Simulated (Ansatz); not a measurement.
# What LiZrBr3 (built on the sites of a database entry of CsSnBr3) distorts into

Which phase does LiZrBr3 (built on the sites of a database entry of CsSnBr3) fall into along its unstable mode, and how much energy does it gain?

Main program and level: Ansatz 0.2.0; DFT PBEsol, scalar-relativistic, plane waves, norm-conserving pseudopotentials.

The structure was built from a prototype and need not be the compound's stable phase.

## Step 1: Starting point

Symmetry: Pm-3m, No. 221, cubic system. Conventional cell: a = 5.288 Å, b = 5.288 Å, c = 5.288 Å, α = 90.00°, β = 90.00°, γ = 90.00°. Li has 12 Br at 3.74 Å nearest. Nearest to Zr lie 6 Br at 2.64 Å. Br has 2 Zr at 2.64 Å nearest. Farther neighbours and most contacts between anions are not listed.

Structure file:

```cif
data_structure
_symmetry_space_group_name_H-M 'Pm-3m'
_symmetry_Int_Tables_number 221
_cell_length_a 5.2881
_cell_length_b 5.2881
_cell_length_c 5.2881
_cell_angle_alpha 90.000
_cell_angle_beta 90.000
_cell_angle_gamma 90.000
_cell_volume 147.88
loop_
_atom_site_label
_atom_site_type_symbol
_atom_site_symmetry_multiplicity
_atom_site_Wyckoff_symbol
_atom_site_fract_x
_atom_site_fract_y
_atom_site_fract_z
_atom_site_occupancy
Li1 Li 1 a 0.00000 0.00000 0.00000 1
Zr1 Zr 1 b 0.50000 0.50000 0.50000 1
Br1 Br 3 c 0.50000 0.00000 0.50000 1
```

## Step 2: The dispersion

The cell comes from relaxations at this level that are not shown. Stability and thermal properties need the whole zone. Linear response on a 2×2×2 q mesh gives force constants as far as a supercell of that size would.

File input.yaml:

```yaml
crystal:
  lattice:
    - [5.2880942881, 0.0, 0.0]
    - [0.0, 5.2880942881, 0.0]
    - [0.0, 0.0, 5.2880942881]
  atoms:
    - { symbol: Li, position: [0.0, 0.0, 0.0] }
    - { symbol: Zr, position: [0.5, 0.5, 0.5] }
    - { symbol: Br, position: [0.5, 0.0, 0.5] }
    - { symbol: Br, position: [0.5, 0.5, 0.0] }
    - { symbol: Br, position: [0.0, 0.5, 0.5] }
kpoints:
  mp_grid: { grid: [8, 8, 8] }
hamiltonian:
  xc: pbesol
  pseudopotentials: { kind: nc }
scf:
  occupations: { method: methfessel_paxton, width: 0.2 }
output:
  eigenvalues: true
phonons:
  method: dfpt
  qmesh: [2, 2, 2]
  temperatures: { t_max: 1000, t_step: 50 }
  qpath:
    path:
      - [[0.0, 0.0, 0.0], [0.0, 0.5, 0.0], [0.5, 0.5, 0.0], [0.0, 0.0, 0.0], [0.5, 0.5, 0.5], [0.0, 0.5, 0.0]]
      - [[0.5, 0.5, 0.5], [0.5, 0.5, 0.0]]
    npoints: 10
```

Started as:

```
ansatz run input.yaml --threads 4 --pin off --max-ram 14336MiB --backend cpu --events-out ev --progress --plain --runs-dir out
```

Numbers of over 12 decimals in the logs are rounded to 6 here.

Output:

```text
Engine: ansatz 0.2.0, aarch64-unknown-linux-gnu
Pseudopotentials: kind: nc
Pseudopotential: Li, nc, valence charge 3, recommended cutoff 1006.821291 eV (normal), Li.nc.azcp (PseudoDojo's, or run here from an input of PseudoDojo's: the run reads no file of this project's for it)
Pseudopotential: Zr, nc, valence charge 12, recommended cutoff 897.975746 eV (normal), Zr.nc.azcp (PseudoDojo's, or run here from an input of PseudoDojo's: the run reads no file of this project's for it)
Pseudopotential: Br, nc, valence charge 7, recommended cutoff 625.861884 eV (normal), Br.nc.azcp (PseudoDojo's, or run here from an input of PseudoDojo's: the run reads no file of this project's for it)
Functional definition: PBEsol
  exchange = pbesol_x
  correlation = pbesol_c
Crystal: 5 atoms, lattice volume = 147.876 Å³
Basis set: ecut = 1006.821291 eV, 10827 PW (Γ), exchange–correlation on 120×120×120 points (8 copies of the dense FFT grid, shifted against one another)
Bands: 23, of which v1, the nominal top of the filled ones, is band 18 counted from 1 (17 counted from 0)
Symmetry: 48 space group operations
k-points: 35 of 512
Non-local potential: Li, projectors of the file, l = 0: 2, l = 1: 2
Non-local potential: Zr, projectors of the file, l = 0: 2, l = 1: 2, l = 2: 2
Non-local potential: Br, projectors of the file, l = 0: 2, l = 1: 2, l = 2: 2
Initial density: superposition of atomic densities (chi_scale 0.1, normalization cell), built separately for each of the 2 bonded fragments (scf.initial_density.interfragment_charge_transfer: auto; true builds it for the cell as a whole; a typed value also counts as a typed key of the start: scf.initial_density.chi_scale says what that changes, if anything)
Initial wavefunctions: pseudopotential atomic-orbital guess
Functional: x = pbesol(κ = 0.804, μ = 0.123457), c = pbesol(β = 0.046)
SCF iter   1: F=—  HF=-2863.032445 eV  |F-HF|=—  |Δ(HF+E_count)|=         —  Δρ=6.32e-2  dr2=1.75e1  ethr=3.10e-3  ⟨swp⟩=6.3  Hψ=3957  notcnv=0
preconditioner: auto → Kerker (q_TF=auto, 2.156 Å⁻¹)  [metal: Δε(μ)=0.112 eV  Ē_g=7.609 eV  σ=0.200 eV  W_gap=0.43  n_scr=26 (ndim 8)  ℏωp=15.6 eV  f_vac=0.000  D(μ)=2.99/eV (n_scr^D=18)]
SCF iter   2: F=—  HF=-2859.622490 eV  |F-HF|=—  |Δ(HF+E_count)|=    3.41e0  S|Δr|=    0.00e0  Δρ=1.82e-2  dr2=2.36e0  ethr=3.10e-3  ⟨swp⟩=7.4  Hψ=7279  notcnv=0
automatic band count: the SCF goes on with 28 bands, as 23 were too few: they end inside the smearing window of the response
preconditioner: auto → Resta (q_TF=auto, 2.156 Å⁻¹)  ε∞=4.2  [insulator: Δε(μ)=0.134 eV  Ē_g=7.638 eV  σ=0.200 eV  W_gap=0.51  n_scr=26 (ndim 8)  ℏωp=13.7 eV  f_vac=0.000  D(μ)=1.27/eV (n_scr^D=6)  ε∞_Penn≈4.2]
SCF iter   3: F=—  HF=-2858.967868 eV  |F-HF|=—  |Δ(HF+E_count)|=   6.55e-1  S|Δr|=    0.00e0  Δρ=7.79e-3  dr2=5.12e-1  ethr=3.10e-3  ⟨swp⟩=3.0  Hψ=1718  notcnv=0  defer=69
SCF iter   4: F=—  HF=-2858.845625 eV  |F-HF|=—  |Δ(HF+E_count)|=   1.22e-1  S|Δr|=    0.00e0  Δρ=5.11e-3  dr2=1.09e-1  ethr=1.42e-3  ⟨swp⟩=3.0  Hψ=1657  notcnv=0  defer=69
SCF iter   5: F=—  HF=-2858.824085 eV  |F-HF|=—  |Δ(HF+E_count)|=   2.15e-2  S|Δr|=    0.00e0  Δρ=1.11e-3  dr2=8.16e-3  ethr=3.03e-4  ⟨swp⟩=1.4  Hψ=1302  notcnv=0  defer=64
SCF iter   6: F=—  HF=-2858.822608 eV  |F-HF|=—  |Δ(HF+E_count)|=   1.48e-3  S|Δr|=    0.00e0  Δρ=3.49e-4  dr2=7.38e-4  ethr=2.27e-5  ⟨swp⟩=2.5  Hψ=1350  notcnv=0  defer=64
SCF iter   7: F=—  HF=-2858.822540 eV  |F-HF|=—  |Δ(HF+E_count)|=   6.80e-5  S|Δr|=    0.00e0  Δρ=1.25e-4  dr2=8.45e-5  ethr=2.05e-6  ⟨swp⟩=1.7  Hψ=1070  notcnv=0  defer=64
SCF iter   8: F=—  HF=-2858.822526 eV  |F-HF|=—  |Δ(HF+E_count)|=   1.39e-5  S|Δr|=    0.00e0  Δρ=2.83e-5  dr2=3.98e-6  ethr=2.35e-7  ⟨swp⟩=1.8  Hψ=997  notcnv=0  defer=64
SCF iter   9: F=—  HF=-2858.822530 eV  |F-HF|=—  |Δ(HF+E_count)|=   3.98e-6  S|Δr|=    0.00e0  Δρ=1.19e-5  dr2=9.36e-7  ethr=1.11e-8  ⟨swp⟩=2.5  Hψ=1394  notcnv=0  defer=64
SCF iter  10: F=—  HF=-2858.822464 eV  |F-HF|=—  |Δ(HF+E_count)|=   6.65e-5  S|Δr|=    0.00e0  Δρ=2.39e-6  dr2=3.37e-8  ethr=2.60e-9  ⟨swp⟩=2.2  Hψ=1254  notcnv=0  defer=64
SCF iter  11: F=—  HF=-2858.822464 eV  |F-HF|=—  |Δ(HF+E_count)|=   2.23e-9  S|Δr|=    0.00e0  Δρ=5.54e-7  dr2=7.82e-10  ethr=9.37e-11  ⟨swp⟩=2.6  Hψ=1471  notcnv=0  defer=64
SCF iter  12: F=—  HF=-2858.822464 eV  |F-HF|=—  |Δ(HF+E_count)|=  1.32e-11  S|Δr|=    0.00e0  Δρ=1.19e-7  dr2=1.47e-11  ethr=2.17e-12  ⟨swp⟩=2.2  Hψ=1457  notcnv=0  defer=64
SCF iter  13: F=-2858.822464 eV  HF=-2858.822464 eV  |F-HF|=1.36e-12  |Δ(HF+E_count)|=  6.37e-12  S|Δr|=    0.00e0  Δρ=1.45e-8  dr2=2.00e-13  ethr=1.00e-12  ⟨swp⟩=15.0  Hψ=6201  notcnv=0
SCF 1 converged in 13 iterations: F = -2858.822464 eV  dr2 = 2.00e-13
Initial density: read from a saved state, or passed on in memory by an earlier SCF of this step, an earlier step, the calling program or the single point that the run made first
iter 1 solved again at ethr=2.28e-7 eV; its pass at ethr=3.10e-3 eV (dr2=8.21e-5 eV) is discarded
SCF iter   1: F=—  HF=-2858.822529 eV  |F-HF|=—  |Δ(HF+E_count)|=         —  Δρ=1.20e-6  dr2=1.34e-9  ethr=2.28e-7  ⟨swp⟩=4.5  Hψ=7252  notcnv=0
eigensolver tolerance schedule: the retry pair's looser diagonalisation over-reported the residual by 61415.83 of it (diagonalisation noise at an unbounded share of the residual, at the tolerance the schedule requests for it); recorded, not acted on — ethr = c·dr2/N_el stays at c = 1.0e-1
preconditioner: auto → LDOS  [metal: Δε(μ)=0.020 eV  Ē_g=6.180 eV  σ=0.200 eV  W_gap=0.09  n_scr=26 (ndim 8)  ℏωp=13.7 eV  f_vac=0.072  D(μ)=2.74/eV (n_scr^D=18)  β→1.0]
SCF iter   2: F=—  HF=-2858.822464 eV  |F-HF|=—  |Δ(HF+E_count)|=   6.49e-5  S|Δr|=    0.00e0  Δρ=1.26e-6  dr2=1.68e-9  ethr=3.71e-12  ⟨swp⟩=4.4  Hψ=2709  notcnv=0
SCF iter   3: F=—  HF=-2858.822464 eV  |F-HF|=—  |Δ(HF+E_count)|=  4.26e-10  S|Δr|=    0.00e0  Δρ=6.11e-7  dr2=3.57e-10  ethr=3.71e-12  ⟨swp⟩=2.8  Hψ=1305  notcnv=0
SCF iter   4: F=—  HF=-2858.822464 eV  |F-HF|=—  |Δ(HF+E_count)|=  4.68e-11  S|Δr|=    0.00e0  Δρ=4.32e-7  dr2=1.81e-10  ethr=1.00e-12  ⟨swp⟩=1.0  Hψ=805  notcnv=0
SCF iter   5: F=—  HF=-2858.822464 eV  |F-HF|=—  |Δ(HF+E_count)|=  3.18e-11  S|Δr|=    0.00e0  Δρ=2.65e-7  dr2=6.94e-11  ethr=1.00e-12  ⟨swp⟩=1.0  Hψ=805  notcnv=0
SCF iter   6: F=-2858.822464 eV  HF=-2858.822464 eV  |F-HF|=5.00e-12  |Δ(HF+E_count)|=  1.46e-11  S|Δr|=    0.00e0  Δρ=9.81e-8  dr2=8.33e-12  ethr=1.00e-12  ⟨swp⟩=2.8  Hψ=2285  notcnv=0
SCF 2 converged in 6 iterations: F = -2858.822464 eV  dr2 = 8.33e-12
phonons: the bands overlap, so this run is a metal and interpolates without the dipole-dipole term. If the crystal is really an insulator or semiconductor, its LO-TO splitting is missing
NSCF: frozen V_eff on 35 k-points
NSCF: frozen V_eff on 125 k-points
DFPT response loops at q = (0, 0, 0) (fractional): preconditioner auto → Kerker (q_TF=auto, 2.156 Å⁻¹) (partly filled bands, converged f_vac=0.072); β = 1.00, the filter's whole step (`scf.mixing.beta` (0.50) is not read by the response loops under this deck's `scf.mixing.preconditioner`; to damp them name `kerker` or `kerker_dos`, under which they read `scf.mixing.beta`, and type it under 1.00, their step now; both keys bind the ground state too); Broyden in place of MSR1
NSCF: frozen V_eff on 250 k-points
DFPT response loops at q = (0, 0, -0.5) (fractional): mixed as the last ones told, above
NSCF: frozen V_eff on 250 k-points
DFPT response loops at q = (0, -0.5, -0.5) (fractional): mixed as the last ones told, above
NSCF: frozen V_eff on 250 k-points
DFPT response loops at q = (-0.5, -0.5, -0.5) (fractional): mixed as the last ones told, above
SCF converged after 13 iterations
Stability not checked: this state was not tested for a lower state beside it, because cold or Methfessel-Paxton smearing, or corrected tetrahedra, fill the levels in a way that the test cannot read (fill_not_monotonic; see scf.lower_state_search)
Free energy (F): -2858.822464 eV
Harris-Foulkes:  -2858.822464 eV  (|F-HF|=1.36e-12)
Internal energy: -2858.825209 eV  (E = F + TS)
E sigma→0 (E₀):  -2858.823150 eV
Entropy (-TS):   0.002745 eV (0.549 meV/atom)
Fermi energy:    6.405806 eV
--- Per-component energies (eV) ---
  E_band       = -341.928621
  E_kinetic    = 894.248781
  E_local      = -2309.315969  (includes V_loc(G=0)·N_el)
  E_nonlocal   = 202.112014
  E_hartree    = 727.083660
  E_xc         = -736.496988
  E_vxc        = -583.140757  (∫ρ·V_xc dr)
  E_ewald      = -1636.456707
  E_smearing   = 0.002745  (= −TS)
  E_closure    = 0.000000  (closes the sum)
  Σ components = -2858.822464   (vs F -2858.822464, Δ=0.00e0)
--- Band table (eV; the first three rows and the last of 35) ---
  k-point 0: bands = [... 14 lower, 2.1258, 2.1258, 2.1258, 5.4461, 5.4461, 5.4461, 5.7986, 7.1238, ... 6 higher]
  k-point 1: bands = [... 14 lower, 1.8303, 2.0783, 2.0783, 5.4547, 5.6727, 5.6727, 5.9764, 7.1250, ... 6 higher]
  k-point 2: bands = [... 14 lower, 1.6714, 2.0357, 2.0357, 5.4757, 6.2170, 6.2170, 6.4135, 7.1279, ... 6 higher]
  k-point 34: bands = [... 14 lower, 2.6293, 2.6293, 2.6293, 6.4908, 7.7688, 7.7688, 7.7688, 9.7569, ... 6 higher]
--- Phonons (Γ-DFPT): 4 representative perturbations + reference (Σ response iterations 12) ---
  ASR residual: 6.726e-5 → 0.000e0 eV/Å²; symmetrization residual: 1.142e-6 eV/Å²
  ASR residual per site (eV/Å²): 7.85e-6 6.73e-5 4.90e-6 4.90e-6 4.90e-6
  Γ frequencies (cm⁻¹): -154.02 -154.02 -154.02 0.00 0.00 0.00 39.02 39.02 39.02 86.04 86.04 86.04 253.80 253.80 253.80
--- Phonons (arbitrary-q DFPT): 4 irreducible q on the 2×2×2 mesh ---
  q = [0.0000, 0.0000, 0.0000] (star 1, of the zone-centre solve; hermiticity 2.10e-7, symmetrization 1.64e-14): -154.02 -154.02 -154.02 -0.00 -0.00 0.00 39.02 39.02 39.02 86.04 86.04 86.04 253.80 253.80 253.80
  q = [0.0000, 0.0000, -0.5000] (star 3, 9 solved perturbations in 975 linear systems a pass and spin channel, the states on 125 of 512 k-point pairs; hermiticity 1.00e-7, symmetrization 3.00e-13, the responses' own estimated error 2.5e-5 eV/Å²): -149.49 -149.49 -116.96 -5.86 -5.86 38.12 38.12 45.89 62.48 70.93 70.93 125.97 212.82 249.07 249.07
  q = [0.0000, -0.5000, -0.5000] (star 3, 9 solved perturbations in 975 linear systems a pass and spin channel, the states on 125 of 512 k-point pairs; hermiticity 1.22e-7, symmetrization 3.61e-14, the responses' own estimated error 3.0e-5 eV/Å²): -144.75 -136.09 -136.09 -46.19 27.28 27.28 39.45 60.75 60.75 84.01 127.12 127.12 211.47 216.63 243.57
  q = [-0.5000, -0.5000, -0.5000] (star 1, 4 solved perturbations in 350 linear systems a pass and spin channel, the states on 125 of 512 k-point pairs; hermiticity 1.93e-7, symmetrization 2.23e-13, the responses' own estimated error 3.2e-5 eV/Å²): -150.97 -150.97 -150.97 -49.02 -49.02 -49.02 85.09 85.09 85.09 120.31 120.31 120.31 213.67 213.67 219.63
  sum rule: each row above includes the acoustic sum rule's correction from the zone centre's row sums; it moved no ω² by more than (0.55 cm⁻¹)²
  mesh force constants: q→R imaginary residual 1.00e-18; ASR residual 6.726e-5 → 0.000e0 eV/Å²; symmetrization residual 8.882e-15 eV/Å²
  interpolated dispersion: 62 rows × 15 modes
  density of states and harmonic sums: on the 12×12×12 q-mesh, interpolated from the force constants of a 2×2×2 supercell (no non-analytic term)
  largest difference from the sums on the solved wave vectors: F 1.16e-1 eV, S 1.43e-4 and C_V 2.71e-5 eV/K
  zero-point energy: 0.074656 eV/cell   skipped modes (ω ≤ 0): 393, of them read as no rigid motion or as one in doubt: 390 (4.559e0 modes/cell left out, lowest -154.02 cm⁻¹)   left out of the sums: 3.04e-1 of the cell's modes: C_V's classical limit lies that fraction below 3 k_B per atom; for a crystal, a wire or a layer, F and S can be off by more, and a phonons.interpolated_qmesh denser along its periods is the remedy for the sampling
```

The job ended after 12 min (4 threads of Arm Neoverse V1, shared host; peak memory 3.7 GiB).

Numbers from this step:

| Quantity | Value |
| --- | --- |
| volume per atom | 29.58 Å³ |
| gap on the k-mesh | 0 eV |
| sum-rule residual before enforcement | 6.73e-5 eV/Å² |
| lowest frequency on the path | -154.0 cm⁻¹ |
| point group | m-3m |
| highest frequency on the path or at a solved wavevector | 253.8 cm⁻¹ |
| highest optical mode at the zone centre (no LO-TO term) | 253.8 cm⁻¹ |
| lowest optical zone-centre mode | -154.0 cm⁻¹ |
| lowest mode on the q mesh (acoustic modes at Γ apart) | -154.0 cm⁻¹ |

Frequencies (cm⁻¹) solved at each irreducible wavevector; negative means imaginary. Frequencies by wavevector, by row:

```
q in reciprocal lattice units  star  mode 1  mode 2  mode 3  mode 4  mode 13  mode 14  mode 15
                        0 0 0     1    -154    -154    -154       0    253.8    253.8    253.8
                     0 0 -0.5     3  -149.5  -149.5    -117    -5.9    212.8    249.1    249.1
                  0 -0.5 -0.5     3  -144.8  -136.1  -136.1   -46.2    211.5    216.6    243.6
               -0.5 -0.5 -0.5     1    -151    -151    -151     -49    213.7    213.7    219.6
```

Interpolated from a 2×2×2 q mesh. The phonon branches at the labelled points (cm⁻¹):

```
    point  branch 1  branch 2  branch 3  branch 4  branch 12  branch 13  branch 14  branch 15
        Γ      -154      -154      -154         0         86        254        254        254
  halfway      -152      -152      -137        -5        101        236        251        251
        X      -150      -150      -117        -6        126        213        249        249
  halfway      -147      -143      -127       -32        126        213        233        246
        M      -145      -136      -136       -46        127        212        217        244
  halfway      -150      -141      -139       -15        101        233        235        249
        Γ      -154      -154      -154         0         86        254        254        254
  halfway      -143      -143      -142       -24        100        232        232        234
        R      -151      -151      -151       -49        120        214        214        220
  halfway      -146      -145      -136       -36        125        214        230        232
        X      -150      -150      -117        -6        126        213        249        249
jump to R      -151      -151      -151       -49        120        214        214        220
  halfway      -148      -144      -144       -48        124        213        217        230
        M      -145      -136      -136       -46        127        212        217        244
```

Symmetry leaves 4 wavevectors to solve. The lowest mode among them, the acoustic zeros apart, lies at Γ and is imaginary, 154.0i cm⁻¹, so the energy falls along it.

## Step 3: The mode frozen in, largest atomic shift 0 Å

The mode followed lies at Γ with frequency 154.0i cm⁻¹ and is 3-fold degenerate, the softest among the wavevectors solved. At small amplitude the distorted cell has space group no. 99 by a symmetry search on the positions. The undistorted cell that holds it gives the zero of energy on the same k mesh.

input.yaml, the sections that differ from step 2:

```yaml
output:
  forces: true
  stress: true
  eigenvalues: true
# crystal, kpoints, hamiltonian, scf: as in step 2
# phonons: removed
```

Output:

```text
[...]
Crystal: 5 atoms, lattice volume = 147.876 Å³
Basis set: ecut = 1006.821291 eV, 10827 PW (Γ), exchange–correlation on 120×120×120 points (8 copies of the dense FFT grid, shifted against one another)
Bands: 23, of which v1, the nominal top of the filled ones, is band 18 counted from 1 (17 counted from 0)
Symmetry: 48 space group operations
[...]
k-points: 35 of 512
[...]
k-point 0: bands = [... 14 lower, 2.1259, 2.1259, 2.1259, 5.4462, 5.4462, 5.4462, 5.7986, 7.1239, ... 1 higher]
  k-point 1: bands = [... 14 lower, 1.8303, 2.0784, 2.0784, 5.4548, 5.6728, 5.6728, 5.9764, 7.1251, ... 1 higher]
  k-point 2: bands = [... 14 lower, 1.6714, 2.0357, 2.0357, 5.4757, 6.2171, 6.2171, 6.4135, 7.1280, ... 1 higher]
  k-point 34: bands = [... 14 lower, 2.6294, 2.6294, 2.6294, 6.4908, 7.7688, 7.7688, 7.7688, 9.7569, ... 1 higher]
[key lines of the parts left out:]
SCF converged after 12 iterations
Free energy (F): -2858.822464 eV
Fermi energy:    6.405871 eV
P = ⅓ Tr σ = 0.0091 GPa (0.091 kbar)
```

Wall time 7.2 s (4 threads); peak memory 0.83 GiB.

This step gave:

| Item | Value |
| --- | --- |
| pressure | 0.009070 GPa |
| energy from the undistorted cell | 0 meV/atom |

The run ends at a pressure of 0.01 GPa.

## Step 4: The mode frozen in, largest atomic shift 0.6 Å

The atoms are moved along the unstable eigenvector, the largest shift by 0.6 Å, with the cell fixed.

input.yaml, the sections that differ from step 3:

```yaml
crystal:
  lattice:
    - [5.2880942881, 0.0, 0.0]
    - [0.0, 5.2880942881, 0.0]
    - [0.0, 0.0, 5.2880942881]
  atoms:
    - { symbol: Li, position: [0.0, 0.1134624247, 0.0] }
    - { symbol: Zr, position: [0.5, 0.4991503388, 0.5] }
    - { symbol: Br, position: [0.5, -0.0010849261, 0.5] }
    - { symbol: Br, position: [0.5, 0.4961001233, 0.0] }
    - { symbol: Br, position: [0.0, 0.4961001233, 0.5] }
# kpoints, hamiltonian, scf, output: as in step 3
```

Output:

```text
[...]
Crystal: 5 atoms, lattice volume = 147.876 Å³
Basis set: ecut = 1006.821291 eV, 10827 PW (Γ), exchange–correlation on 120×120×120 points (8 copies of the dense FFT grid, shifted against one another)
Bands: 23, of which v1, the nominal top of the filled ones, is band 18 counted from 1 (17 counted from 0)
Symmetry: 8 space group operations
[...]
k-point 0: bands = [... 14 lower, 2.0924, 2.0924, 2.1071, 5.4181, 5.4456, 5.4456, 5.9212, 7.1211, ... 6 higher]
  k-point 1: bands = [... 14 lower, 1.8319, 2.0587, 2.0665, 5.4546, 5.6440, 5.6686, 6.0999, 7.1353, ... 6 higher]
  k-point 2: bands = [... 14 lower, 1.6429, 2.0069, 2.0450, 5.4781, 6.1882, 6.2071, 6.5406, 7.1384, ... 6 higher]
  k-point 74: bands = [... 14 lower, 2.5080, 2.6174, 2.6174, 6.6253, 7.7528, 7.7971, 7.7971, 9.4427, ... 6 higher]
[key lines of the parts left out:]
SCF converged after 11 iterations
Free energy (F): -2858.927803 eV
Fermi energy:    6.415026 eV
P = ⅓ Tr σ = 0.0659 GPa (0.659 kbar)
```

Elapsed: 29 s, on 4 threads; peak memory 1.1 GiB; 1.9 min of CPU time.

Numbers from this step:

* pressure: 0.06586 GPa
* energy from the undistorted cell: -21.16 meV/atom

The energy, extrapolated to zero smearing, is -21.16 meV/atom against the undistorted cell.

The run ends at a pressure of 0.07 GPa, with forces up to 0.32 eV/Å.

(Continued in part 2 of 3.)

[Logs are printed without paths, hosts, clocks, repeated set-up lines and the standing remarks that a program may print on its own settings, such as how far it seeks lower states.]

[Hosts, paths, dates, database ids (printed as entryN), source tags and the programs' standing remarks are cut or masked in the printed files.]
